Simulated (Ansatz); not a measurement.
# Moving the knobs of a GW run on SrTiO3 (I4/mcm)

Aim: change settings of a G0W0 run on SrTiO3 (I4/mcm) and see what moves.

Calculated with Ansatz 0.2.0; G0W0 on PBE, plane waves, PAW; PAW set soft_1.

### 1. The structure

Symmetry: I4/mcm, No. 140, tetragonal system. The conventional cell has a = 5.511 Å, b = 5.511 Å, c = 7.796 Å, α = 90.00°, β = 90.00°, γ = 90.00°. Nearest to Sr lie 12 O at 2.73 to 2.78 Å. Nearest to Ti lie 6 O at 1.95 Å. Nearest to O lie 2 Ti at 1.95 Å and 4 Sr at 2.76 Å. Nearest to O lie 2 Ti at 1.95 Å and 4 Sr at 2.73 to 2.78 Å. Farther neighbours and most contacts between anions are not listed.

The cell and positions come from the Crystallography Open Database and are kept as given unless a step says otherwise.

### 2. The base run: 4×4×4 mesh, 268 empty bands, screening to 100 eV, PAW set soft_1 files

Now the one-shot GW correction: screening in the RPA, then the self-energy of the levels asked for. This step takes PAW set soft_1 files.

The input, input.yaml:

```yaml
crystal:
  lattice:
    - [-2.7555, 2.7555, 3.898]
    - [2.7555, -2.7555, 3.898]
    - [2.7555, 2.7555, -3.898]
  atoms:
    - { symbol: Sr, position: [0.75, 0.25, 0.5] }
    - { symbol: Sr, position: [0.25, 0.75, 0.5] }
    - { symbol: Ti, position: [0.0, 0.0, 0.0] }
    - { symbol: Ti, position: [0.5, 0.5, 0.0] }
    - { symbol: O, position: [0.25, 0.25, 0.0] }
    - { symbol: O, position: [0.75, 0.75, 0.0] }
    - { symbol: O, position: [0.7451, 0.2451, 0.9902] }
    - { symbol: O, position: [0.2451, 0.2549, 0.5] }
    - { symbol: O, position: [0.2549, 0.7549, 0.0098] }
    - { symbol: O, position: [0.7549, 0.7451, 0.5] }
kpoints:
  mp_grid: { grid: [4, 4, 4] }
hamiltonian:
  xc: pbe
  pseudopotentials: { kind: paw, azcp: { folder: soft_1 } }
scf:
  occupations: { method: fixed }
gw:
  n_empty_bands: 268
  ecut_chi: 100
  qp_bands: [v3, c3]
  qp_kpoints: band_edges
  screening: { model: contour_deformation }
```

On the command line:

```
$ ansatz run input.yaml --threads 2 --pin off --max-ram 73728MiB --backend cuda --events-out ev --progress --plain --runs-dir out --devices 1 --max-vram 13GiB
```

Numbers of over 12 decimals in the logs are rounded to 6 here.

The program printed:

```text
GPUs: using 1 of 1 available (devices: 1).
Engine: ansatz 0.2.0, x86_64-unknown-linux-gnu
Pseudopotentials: kind: paw
Pseudopotential: Sr, paw, valence charge 10, recommended cutoff 420 eV (normal), soft_1/Sr.paw.azcp
Pseudopotential: Ti, paw, valence charge 12, recommended cutoff 420 eV (normal), soft_1/Ti.paw.azcp
Pseudopotential: O, paw, valence charge 6, recommended cutoff 420 eV (normal), soft_1/O.paw.azcp
Functional definition: PBE
  parameter kappa = 0.804
  parameter beta = 0.066725
  exchange = pbe_x(kappa = kappa, mu = beta*pi^2/3)
  correlation = pbe_c(beta = beta)
device memory: the entry about to start is reckoned to put 1.9 GiB on a device that reports 64.6 GiB free (of which the cap on the GPU budget leaves the run 13.0 GiB)
GPU FFT provider: cuFFT
GPU libraries: cuBLAS 13.8.2, cuFFT 12.4.0, cuSOLVER 12.3.4
Crystal: 10 atoms, lattice volume = 118.387 Å³
Basis set: ecut = 420 eV, 2277 PW (Γ)
Bands: 50, of which v1, the nominal top of the filled ones, is band 40 counted from 1 (39 counted from 0)
Symmetry: 16 space group operations
Space group: I4/mcm (ITA 140), of the structure as read, at distance tolerance 4.9e-5 Å
k-points: 13 of 64
Non-local potential: Sr, projectors of the file, l = 0: 3, l = 1: 2, l = 2: 2
Non-local potential: Ti, projectors of the file, l = 0: 3, l = 1: 2, l = 2: 3, l = 3: 1
Non-local potential: O, projectors of the file, l = 0: 2, l = 1: 2, l = 2: 1
PAW form: soft (Blöchl's): semilocal exchange-correlation on the pseudo side does not see the compensation charge
PAW one-centre angular grid: Sr, 110 points (default); XC on 64 Gauss nodes
PAW one-centre angular grid: Ti, 590 points (default); XC on 64 Gauss nodes
PAW one-centre angular grid: O, 110 points (default); XC on 64 Gauss nodes
Initial density: superposition of atomic densities (chi_scale 0.1, normalization cell, long waves kept (reshape's long-wave potential 0.00 eV rms))
Initial wavefunctions: pseudopotential atomic-orbital guess
GPU buffer pool allocated for 64000 grid points (all kernels)
GPU transforms: local potential and band sums: pruned to the plane-wave sphere, on 40×40×40
Functional: x = pbe(κ = 0.804, μ = 0.219515), c = pbe(β = 0.066725)
SCF iter   1: F=—  HF=-15509.246466 eV  |F-HF|=—  |Δ(HF+E_count)|=         —  Δρ=4.98e-2  dr2=2.85e0  ethr=3.10e-3  ⟨swp⟩=4.8  Hψ=2375  notcnv=0  defer=69
preconditioner: auto → Resta (q_TF=auto, 2.556 Å⁻¹)  ε∞=5.2  [insulator: Δε(μ)=2.242 eV  Ē_g=12.882 eV  n_scr=26 (ndim 8)  ℏωp=26.4 eV  f_vac=0.000  ε∞_Penn≈5.2]
SCF iter   2: F=—  HF=-15508.985245 eV  |F-HF|=—  |Δ(HF+E_count)|=   2.61e-1  Δρ=2.76e-2  dr2=7.77e-1  ethr=3.10e-3  ⟨swp⟩=2.7  Hψ=873  notcnv=0  defer=52
[...]
E_xc         = -1021.393177
  E_vxc        = -1162.197201  (∫ρ·V_xc dr)
  E_paw        = -8436.224514  (= ΣΔE_a)
  E_vpaw       = -684.517664  (= ΣTr[D̂ρ^β])
  E_aug_tail   = 0.004540  (compensation charges beyond the density's cutoff)
  E_ewald      = -5794.463639
  E_smearing   = -0.000000  (= −TS)
  E_closure    = 0.000000  (closes the sum)
  Σ components = -15508.973477   (vs F -15508.973477, Δ=0.00e0)
--- Band table (eV; the first three rows and the last of 13) ---
  k-point 0: bands = [... 36 lower, 9.7118, 10.0374, 10.0434, 10.0434, 11.9490, 11.9490, 11.9497, 14.4103, ... 6 higher]
  k-point 1: bands = [... 36 lower, 9.3774, 9.4677, 9.4679, 10.0005, 12.0301, 13.0123, 13.0135, 14.1703, ... 6 higher]
  k-point 2: bands = [... 36 lower, 8.4918, 9.3325, 9.3328, 9.9577, 12.1155, 13.8811, 13.8818, 13.8886, ... 6 higher]
  k-point 12: bands = [... 36 lower, 8.4873, 9.3349, 9.3349, 9.9569, 12.1170, 13.8647, 13.8647, 13.9100, ... 6 higher]
--- G₀W₀: contour deformation, 6 samples at zero and on the imaginary axis and 2 off it, 64 q-points, 268 empty bands' worth ---
  eigenvalues of the whole cell's RPA ε∞ on this k-mesh (on a slab, of 1 + 4πα/V) = 6.1862, 6.1862, 6.1868; static W/v taken at q = 0 is 0.161645
  bands read: the sum over 308 bands ends inside a degenerate multiplet in 1 slot, whose members it reads at an even weight; the widest, k=8: bands 308 to 309 (counted from 1) at 1/2 each
  gw.qp_kpoints: band_edges: 11 of 13 stored k-points solved, in 1 pass; an edge of the gap read off the rows below is read off those points alone
    valence top: of the k-points left out ik 10 came nearest to being solved in a further pass, in band 40 (counted from 1, as in the quasiparticle table): it holds the edge there only if its correction is more favourable than any solved in that band by at least 0.522 eV; those differ by 0.070 eV
    conduction bottom: of the k-points left out ik 10 came nearest to being solved in a further pass, in band 41 (counted from 1, as in the quasiparticle table): it holds the edge there only if its correction is more favourable than any solved in that band by at least 1.021 eV; those differ by 0.077 eV
    ik  band        ε_KS         Σx   Σc(E_QP)       V_xc       Z   E_QP_lin       E_QP  E_QP is
     0    38     10.0374   -26.0717     4.8523   -21.0095  0.7233     9.8267     9.8276  root
     0    39     10.0434   -26.0828     4.8509   -21.0235  0.7233     9.8341     9.8350  root
     0    40     10.0434   -26.0828     4.8509   -21.0235  0.7233     9.8341     9.8350  root
     0    41     11.9490   -12.6561    -6.2950   -20.2897  0.7429    13.3251    13.2876  root
     0    42     11.9490   -12.6561    -6.2950   -20.2897  0.7429    13.3251    13.2876  root
     0    43     11.9497   -12.6515    -6.3002   -20.2911  0.7429    13.3266    13.2891  root
     1    38      9.4677   -26.1181     4.6186   -21.2874  0.7304     9.2547     9.2556  root
     1    39      9.4679   -26.1193     4.6185   -21.2885  0.7304     9.2547     9.2555  root
[...]
12    40      9.9569   -25.9047     4.8459   -20.8381  0.7227     9.7352     9.7362  root
    12    41     12.1170   -12.9738    -6.5329   -20.8948  0.7363    13.5484    13.5052  root
    12    42     13.8647   -14.8392    -6.9334   -23.2043  0.6958    15.3666    15.2965  root
    12    43     13.8647   -14.8392    -6.9334   -23.2043  0.6958    15.3666    15.2965  root
[key lines of the parts left out:]
SCF converged after 10 iterations
Free energy (F): -15508.973477 eV
Fermi energy:    10.043385 eV
```

It took 23 s on 1 × NVIDIA H100 80GB HBM3 (shared by 6 runs) with 2 threads of AMD EPYC 7R13 (Zen 3), shared host; peak memory 1.4 GiB.

This step gave:

| Quantity | Value |
| --- | --- |
| bands summed | 308 |
| RPA ε∞ on this mesh (eigenvalues) | 6.186, 6.186, 6.187 |
| plane waves in the screening matrix | 283 |
| q-points in the mesh | 64 |
| G0W0 gap on the mesh | 3.453 eV |
| k of the valence top | 0, 0, 0 |
| k of the conduction bottom | 0, 0, 0 |
| starting gap on the mesh | 1.906 eV |
| Z at the valence top | 0.7233 |
| Z at the conduction bottom | 0.7429 |
| least direct G0W0 gap on the computed points | 3.453 eV |

The gap on the mesh goes from 1.91 eV to 3.45 eV, a correction of +1.55 eV. Between the two edge states, bare exchange in place of the xc potential would open the gap by 12.69 eV, and correlation takes back 11.15 eV.

### 3. Variant: potentials

Other atomic data (norm-conserving) test the pseudisation: the cutoff goes from 420 to 1240 eV, with the same valence electrons.

This step: G0W0 on PBE, plane waves, norm-conserving pseudopotentials.

input.yaml: that of step 2 with these lines changed.

```diff
@@ -20,3 +20,3 @@
   xc: pbe
-  pseudopotentials: { kind: paw, azcp: { folder: soft_1 } }
+  pseudopotentials: { kind: nc }
 scf:
```

The program printed:

```text
GPUs: using 1 of 1 available (devices: 1).
[...]
GPU FFT provider: cuFFT
GPU libraries: cuBLAS 13.8.2, cuFFT 12.4.0, cuSOLVER 12.3.4
Crystal: 10 atoms, lattice volume = 118.387 Å³
Basis set: ecut = 1240 eV, 11791 PW (Γ)
Bands: 50, of which v1, the nominal top of the filled ones, is band 40 counted from 1 (39 counted from 0)
Symmetry: 16 space group operations
[...]
k-points: 13 of 64
[...]
GPU buffer pool allocated for 262144 grid points (all kernels)
[...]
SCF iter   1: F=—  HF=-7902.473872 eV  |F-HF|=—  |Δ(HF+E_count)|=         —  Δρ=5.02e-2  dr2=2.80e0  ethr=3.10e-3  ⟨swp⟩=5.6  Hψ=2431  notcnv=0  defer=76
[...]
SCF iter  11: F=-7901.759700 eV  HF=-7901.759700 eV  |F-HF|=1.50e-9  |Δ(HF+E_count)|=   1.06e-8  Δρ=1.93e-6  dr2=2.62e-9  ethr=1.25e-10  ⟨swp⟩=18.5  Hψ=3532  notcnv=0
SCF 1 converged in 11 iterations: F = -7901.759700 eV  dr2 = 2.62e-9
[...]
0    38     10.1067   -26.0883     4.8494   -21.0169  0.7234     9.8837     9.8847  root
     0    39     10.1126   -26.0996     4.8478   -21.0312  0.7234     9.8912     9.8921  root
     0    40     10.1126   -26.0996     4.8478   -21.0312  0.7234     9.8912     9.8921  root
     0    41     12.0141   -12.6159    -6.2808   -20.2409  0.7434    13.3961    13.3584  root
     0    42     12.0141   -12.6159    -6.2808   -20.2409  0.7434    13.3961    13.3584  root
     0    43     12.0149   -12.6112    -6.2860   -20.2422  0.7434    13.3977    13.3599  root
     1    38      9.5263   -26.1289     4.6210   -21.2819  0.7304     9.2994     9.3004  root
     1    39      9.5265   -26.1301     4.6208   -21.2831  0.7304     9.2993     9.3002  root
[...]
12    40     10.0265   -25.9169     4.8437   -20.8406  0.7228     9.7928     9.7939  root
    12    41     12.1835   -12.9411    -6.5195   -20.8537  0.7368    13.6200    13.5766  root
    12    42     13.9388   -14.8207    -6.9215   -23.1763  0.6960    15.4433    15.3729  root
    12    43     13.9388   -14.8207    -6.9215   -23.1763  0.6960    15.4433    15.3729  root
[key lines of the parts left out:]
SCF converged after 11 iterations
Free energy (F): -7901.759700 eV
Fermi energy:    10.112608 eV
```

Elapsed: 61 s, on 1 × NVIDIA H100 80GB HBM3 (shared by 6 runs) with 2 threads; peak memory 2.3 GiB; 82 s of CPU time.

The G0W0 gap on the mesh is 3.466 eV.

Against the base:

```csv
setting,base,variant
files,PAW set soft_1,norm-conserving
```

```csv
quantity,variant,base
starting gap on the mesh,1.902,1.906
G0W0 gap on the mesh,3.466,3.453
least direct G0W0 gap on the computed points,3.466,3.453
Z at the valence top,0.723,0.723
Z at the conduction bottom,0.743,0.743
```

### 4. Variant: potentials

This step: G0W0 on PBE, plane waves, PAW.

input.yaml: that of step 3 with these lines changed.

```diff
@@ -20,3 +20,3 @@
   xc: pbe
-  pseudopotentials: { kind: nc }
+  pseudopotentials: { kind: paw, source: ansatz }
 scf:
```

The program printed:

```text
GPUs: using 1 of 1 available (devices: 1).
[...]
GPU FFT provider: cuFFT
GPU libraries: cuBLAS 13.8.2, cuFFT 12.4.0, cuSOLVER 12.3.4
Crystal: 10 atoms, lattice volume = 118.387 Å³
Basis set: ecut = 930 eV, 7631 PW (Γ)
Bands: 50, of which v1, the nominal top of the filled ones, is band 40 counted from 1 (39 counted from 0)
Symmetry: 16 space group operations
[...]
k-points: 13 of 64
[...]
GPU buffer pool allocated for 262144 grid points (all kernels)
[...]
SCF iter   1: F=—  HF=-15514.151118 eV  |F-HF|=—  |Δ(HF+E_count)|=         —  Δρ=8.98e-2  dr2=1.40e1  ethr=3.10e-3  ⟨swp⟩=5.0  Hψ=2186  notcnv=0  defer=77
[...]
SCF iter  10: F=-15510.198051 eV  HF=-15510.198051 eV  |F-HF|=3.90e-9  |Δ(HF+E_count)|=   7.65e-7  Δρ=7.62e-6  dr2=8.52e-8  ethr=1.25e-10  ⟨swp⟩=10.5  Hψ=3194  notcnv=0
SCF 1 converged in 10 iterations: F = -15510.198051 eV  dr2 = 8.52e-8
[...]
0    38     10.0530   -26.0701     4.8444   -21.0086  0.7232     9.8349     9.8358  root
     0    39     10.0589   -26.0813     4.8427   -21.0228  0.7232     9.8422     9.8431  root
     0    40     10.0589   -26.0813     4.8427   -21.0228  0.7232     9.8422     9.8431  root
     0    41     11.9536   -12.6444    -6.2922   -20.2731  0.7430    13.3275    13.2901  root
     0    42     11.9536   -12.6444    -6.2922   -20.2731  0.7430    13.3275    13.2901  root
     0    43     11.9543   -12.6398    -6.2973   -20.2744  0.7430    13.3292    13.2917  root
     1    38      9.4751   -26.1081     4.6130   -21.2750  0.7303     9.2541     9.2550  root
     1    39      9.4752   -26.1092     4.6130   -21.2761  0.7303     9.2541     9.2551  root
[...]
12    40      9.9731   -25.9031     4.8388   -20.8364  0.7226     9.7442     9.7453  root
    12    41     12.1221   -12.9628    -6.5306   -20.8786  0.7364    13.5503    13.5073  root
    12    42     13.8762   -14.8369    -6.9346   -23.1982  0.6956    15.3727    15.3029  root
    12    43     13.8762   -14.8369    -6.9346   -23.1982  0.6956    15.3727    15.3029  root
[key lines of the parts left out:]
SCF converged after 10 iterations
Free energy (F): -15510.198051 eV
Fermi energy:    10.058875 eV
```

It took 44 s on 1 × NVIDIA H100 80GB HBM3 (shared by 6 runs) with 2 threads; peak memory 1.9 GiB; 59 s of CPU time.

The G0W0 gap on the mesh is 3.447 eV.

Against the base:

```csv
setting,base,variant
files,PAW set soft_1,hard PAW
```

```csv
quantity,variant,base
starting gap on the mesh,1.895,1.906
G0W0 gap on the mesh,3.447,3.453
least direct G0W0 gap on the computed points,3.447,3.453
Z at the valence top,0.723,0.723
Z at the conduction bottom,0.743,0.743
```

### 5. Variant: frequency model

A plasmon pole stands in for the full frequency dependence of the screening; this run shows what that costs in accuracy.

This step: G0W0 on PBE, plane waves, PAW; PAW set soft_1.

input.yaml: that of step 4 with these lines changed.

```diff
@@ -20,3 +20,3 @@
   xc: pbe
-  pseudopotentials: { kind: paw, source: ansatz }
+  pseudopotentials: { kind: paw, azcp: { folder: soft_1 } }
 scf:
@@ -28,2 +28,2 @@
   qp_kpoints: band_edges
-  screening: { model: contour_deformation }
+  screening: { model: godby_needs }
```

The program printed:

```text
GPUs: using 1 of 1 available (devices: 1).
[...]
GPU FFT provider: cuFFT
GPU libraries: cuBLAS 13.8.2, cuFFT 12.4.0, cuSOLVER 12.3.4
Crystal: 10 atoms, lattice volume = 118.387 Å³
Basis set: ecut = 420 eV, 2277 PW (Γ)
Bands: 50, of which v1, the nominal top of the filled ones, is band 40 counted from 1 (39 counted from 0)
Symmetry: 16 space group operations
[...]
k-points: 13 of 64
[...]
GPU buffer pool allocated for 64000 grid points (all kernels)
[...]
SCF iter   1: F=—  HF=-15509.246466 eV  |F-HF|=—  |Δ(HF+E_count)|=         —  Δρ=4.98e-2  dr2=2.85e0  ethr=3.10e-3  ⟨swp⟩=4.8  Hψ=2375  notcnv=0  defer=69
[...]
SCF iter  10: F=-15508.973477 eV  HF=-15508.973477 eV  |F-HF|=9.86e-10  |Δ(HF+E_count)|=   4.44e-8  Δρ=2.51e-6  dr2=5.85e-9  ethr=1.25e-10  ⟨swp⟩=14.2  Hψ=3135  notcnv=0
SCF 1 converged in 10 iterations: F = -15508.973477 eV  dr2 = 5.85e-9
[...]
0    38     10.0374   -26.0717     4.9096   -21.0095  0.7677     9.8847     9.8849  root
     0    39     10.0434   -26.0828     4.9085   -21.0235  0.7676     9.8924     9.8926  root
     0    40     10.0434   -26.0828     4.9085   -21.0235  0.7676     9.8924     9.8926  root
     0    41     11.9490   -12.6561    -6.2251   -20.2897  0.7820    13.3703    13.3575  root
     0    42     11.9490   -12.6561    -6.2251   -20.2897  0.7820    13.3703    13.3575  root
     0    43     11.9497   -12.6515    -6.2303   -20.2911  0.7820    13.3718    13.3589  root
     1    38      9.4677   -26.1181     4.6712   -21.2874  0.7741     9.3080     9.3082  root
     1    39      9.4679   -26.1193     4.6710   -21.2885  0.7742     9.3080     9.3081  root
[...]
12    40      9.9569   -25.9047     4.8972   -20.8381  0.7684     9.7874     9.7876  root
    12    41     12.1170   -12.9738    -6.4473   -20.8948  0.7773    13.6061    13.5908  root
    12    42     13.8647   -14.8392    -6.6928   -23.2043  0.7535    15.5446    15.5370  root
    12    43     13.8647   -14.8392    -6.6928   -23.2043  0.7535    15.5446    15.5370  root
[key lines of the parts left out:]
SCF converged after 10 iterations
Free energy (F): -15508.973477 eV
Fermi energy:    10.043385 eV
```

Wall time 25 s (1 × NVIDIA H100 80GB HBM3 (shared by 6 runs) with 2 threads); peak memory 1.9 GiB.

The G0W0 gap on the mesh is 3.465 eV.

Against the base:

```csv
setting,base,variant
frequency model,contour deformation,plasmon pole
```

```csv
quantity,variant,base
starting gap on the mesh,1.906,1.906
G0W0 gap on the mesh,3.465,3.453
least direct G0W0 gap on the computed points,3.465,3.453
Z at the valence top,0.768,0.723
Z at the conduction bottom,0.782,0.743
```

### 6. Summary of results

| Quantity | Value |
| --- | --- |
| base | 3.45 eV, 23 s |
| potentials | 3.47 eV, 61 s |
| potentials | 3.45 eV, 44 s |
| frequency model | 3.46 eV, 25 s |

Potentials: the gap moves by +0.01 eV and the time by a factor of 2.7 (the plane-wave cutoff goes from 420 to 1240 eV). Potentials: the gap moves by −0.01 eV (the plane-wave cutoff goes from 420 to 930 eV). Frequency model: the gap moves by +0.01 eV. All runs here use a coarse mesh and modest cutoffs; they test settings and are not final values. The many-body steps are scalar-relativistic: spin-orbit coupling is not in them.

[Paths, hosts, dates, memory and timing lines, banners, echoed tables and standing remarks are left out of the program output.]

[Logs are printed without paths, hosts, clocks, repeated set-up lines and the standing remarks that a program may print on its own settings, such as how far it seeks lower states.]

[Runs of the session that timed out or met a known fault of the program may be left out.]

[Cells called generated may have been cut or substituted from an entry of the Crystallography Open Database or the Materials Project.]

[Hosts, paths, dates, database ids (printed as entryN), source tags and the programs' standing remarks are cut or masked in the printed files.]
